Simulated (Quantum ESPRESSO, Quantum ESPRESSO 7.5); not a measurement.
**Work function and surface energy of Os(0001) against thickness**

Aim: how the work function and the surface energy of Os(0001) settle with the number of layers.

Main program and level: Quantum ESPRESSO 7.5; plane-wave DFT, PBE, GBRV ultrasoft pseudopotentials.

**What experiment says.**

“Anisotropic work function of elemental crystals” (2019, arxiv:1902.07811) quotes from earlier work for Os (polycrystalline sample, no single face): work function, loosely compared (polycrystalline sample, no single face) 4.84 eV.

This is a report of a sequence of runs, with most program output left out.

### Step 1. Starting point

The cell holds 8 atoms: 8 Os. Cell: a = 2.740 Å, b = 2.740 Å, c = 30.143 Å, α = 90.0°, β = 90.0°, γ = 60.0°. It derives from Os. Vacuum lies along c.

As a file:

```xyz
8
Lattice="2.7400 0.0000 0.0000 1.3700 2.3729 0.0000 0.0000 0.0000 30.1426" Properties=species:S:1:pos:R:3
Os    2.7400    1.5819    7.5000
Os    0.0000    0.0000    9.6632
Os    2.7400    1.5819   11.8265
Os    0.0000    0.0000   13.9897
Os    2.7400    1.5819   16.1529
Os    0.0000    0.0000   18.3162
Os    2.7400    1.5819   20.4794
Os    0.0000    0.0000   22.6426
```

### Step 2. Running the series

ASE writes the inputs, starts pw.x and reads the results. Under ESM bc1 the zero of energy of a symmetric slab is the vacuum, so the work function is minus the Fermi level.

run.py reads:

```python
import json
import numpy as np
from ase.build import hcp0001
from ase.calculators.espresso import Espresso, EspressoProfile

profile = EspressoProfile(command='mpirun -n 4 pw.x -nk 4', pseudo_dir='../pseudo')
pseudopotentials = {'Os': 'os_pbe_v1.2.uspp.F.UPF'}
system = {'ecutwfc': 40, 'ecutrho': 200, 'occupations': 'smearing', 'smearing': 'mv', 'degauss': 0.02}


def calculator(name, kpts, **extra):
    data = dict(control=dict(tprnfor=True, verbosity='high', disk_io='none'),
                system=system | extra,
                electrons=dict(conv_thr=1e-07, mixing_beta=0.4, mixing_mode='local-TF',
                               electron_maxstep=100))
    return Espresso(profile=profile, directory=name, pseudopotentials=pseudopotentials, kpts=kpts, input_data=data)


def centre(atoms):
    z = atoms.positions[:, 2]
    atoms.positions[:, 2] -= (z.max() + z.min()) / 2  # ESM wants the slab about z = 0
    return atoms


rows = []
for n in [2, 4, 6, 8]:
    slab = centre(hcp0001('Os', size=(1, 1, n), a=2.74, c=4.32646, vacuum=7.5, periodic=True))
    slab.set_initial_magnetic_moments([0.0] * n)
    slab.calc = calculator(f'n{n}', (12, 12, 1), assume_isolated='esm', esm_bc='bc1')
    energy = slab.get_potential_energy()
    work = -slab.calc.get_fermi_level()
    force = slab.get_forces()[-1, 2]
    rows.append([n, energy, work, force])
    print(f'{n} layers: E = {energy:.5f} eV, work function {work:.3f} eV, force on the top atom {force:+.3f} eV/A')

n, energy = np.array(rows)[:, :2].T
slope, offset = np.polyfit(n[1:], energy[1:], 1)
area = np.linalg.norm(np.cross(*slab.cell[:2]))
gamma = offset / (2 * area) * 16.0218
print(f'bulk energy from the slope {slope:.5f} eV an atom; unrelaxed surface energy {gamma:.3f} J/m^2')
json.dump(dict(rows=rows, slope=slope, gamma=gamma), open('result.json', 'w'))
```

Run with:

```
$ OMP_NUM_THREADS=1 python run.py
```

Wall time 5.3 min (4 MPI ranks of Arm Neoverse V2, shared host); peak memory 1.1 GiB; 21 min of CPU time.

This step gave:

| Item | Value |
| --- | --- |
| surface energy | 3.002 J/m² |
| work function of the thickest slab | 5.35 eV |

Work function against layers:

```tsv
layers	work function (eV)
2.00	5.16
4.00	5.40
6.00	5.37
8.00	5.35
```

Force on the top atom along the normal against layers:

```tsv
layers	force on the top atom along the normal (eV/Å)
2.00	-1.57
4.00	-0.553
6.00	-0.836
8.00	-0.705
```

Table of energy less the bulk line's slope by layers:

```tsv
layers	energy less the bulk line's slope (meV)
2.00	2402
4.00	2438
6.00	2433
8.00	2438
```

### Step 3. The script: PBE, SG15 norm-conserving

Level of this step: plane-wave DFT, PBE, SG15 norm-conserving pseudopotentials (Quantum ESPRESSO 7.5).

run.py, as its differences from the input of step 2:

```diff
@@ -6,4 +6,4 @@
 profile = EspressoProfile(command='mpirun -n 4 pw.x -nk 4', pseudo_dir='../pseudo')
-pseudopotentials = {'Os': 'os_pbe_v1.2.uspp.F.UPF'}
-system = {'ecutwfc': 40, 'ecutrho': 200, 'occupations': 'smearing', 'smearing': 'mv', 'degauss': 0.02}
+pseudopotentials = {'Os': 'Os_ONCV_PBE-1.2.upf'}
+system = {'ecutwfc': 60, 'ecutrho': 240, 'occupations': 'smearing', 'smearing': 'mv', 'degauss': 0.02}
```

Run with:

```
$ OMP_NUM_THREADS=1 python run.py
```

It took 15 min on 4 MPI ranks; peak memory 1.1 GiB.

Numbers from this step:

* surface energy: 3.013 J/m²
* work function of the thickest slab: 5.350 eV

Table of work function by layers:

```tsv
layers	work function (eV)
2.00	5.16
4.00	5.40
6.00	5.37
8.00	5.35
```

Table of force on the top atom along the normal by layers:

```tsv
layers	force on the top atom along the normal (eV/Å)
2.00	-1.56
4.00	-0.573
6.00	-0.860
8.00	-0.708
```

Energy less the bulk line's slope against layers:

```tsv
layers	energy less the bulk line's slope (meV)
2.00	2412
4.00	2447
6.00	2443
8.00	2447
```

### Step 4. By hand

γ = (E_N − N e_bulk)/(2A). The excess of the thickest slab is 2.438 eV and A = 6.502 Å²: 2.438/(2 × 6.502) × 16.02 = 3.00 J/m² (1 eV/Å² = 16.02 J/m²); the fit's intercept gives 3.00.

### Step 5. Results

* work function of the thickest slab, PBE, GBRV ultrasoft: 5.35 eV
* unrelaxed surface energy, PBE, GBRV ultrasoft: 3.00 J/m²
* work function of the thickest slab, PBE, SG15 norm-conserving: 5.35 eV
* unrelaxed surface energy, PBE, SG15 norm-conserving: 3.01 J/m²

The thickest slab gives a work function of 5.35 eV and the series an unrelaxed surface energy of 3.00 J/m² (PBE, GBRV ultrasoft). The work function swings by 0.24 eV over 2 to 8 layers and by 0.02 eV over the last step; confined states crossing the Fermi level and the finite mesh both contribute. From 4 layers on it stays within 0.1 eV. The force on the top atom of the thickest slab points inwards (0.70 eV/Å). The slabs are cut from the bulk at the tabulated lattice constant and not relaxed; the surface energy comes from a straight line through the energies of all but the thinnest slab. Spin-orbit coupling is left out; depending on the atoms that carry the levels of interest, it can split and shift them by tenths of an eV to an eV or more.

Comparison with the measured values:

| quantity | measured | PBE, GBRV | PBE, SG15 |
| --- | --- | --- | --- |
| work function, loosely compared (polycrystalline sample, no single face) (eV) | 4.84 | 5.35 (+0.51 eV) | 5.35 (+0.51 eV) |

Measured values from arxiv:1902.07811 (2019).

Verdict: A polycrystal averages over faces, so this is a loose comparison.

[Logs are printed without paths, hosts, clocks, repeated set-up lines and the standing remarks that a program may print on its own settings, such as how far it seeks lower states.]

[Hosts, paths, dates, database ids (printed as entryN), source tags and the programs' standing remarks are cut or masked in the printed files.]

[Maps of the electrostatic potential energy from Ansatz leave out the sawtooth potential of an applied field or a dipole correction, so their vacuum need not be flat; planar profiles and work functions include it.]
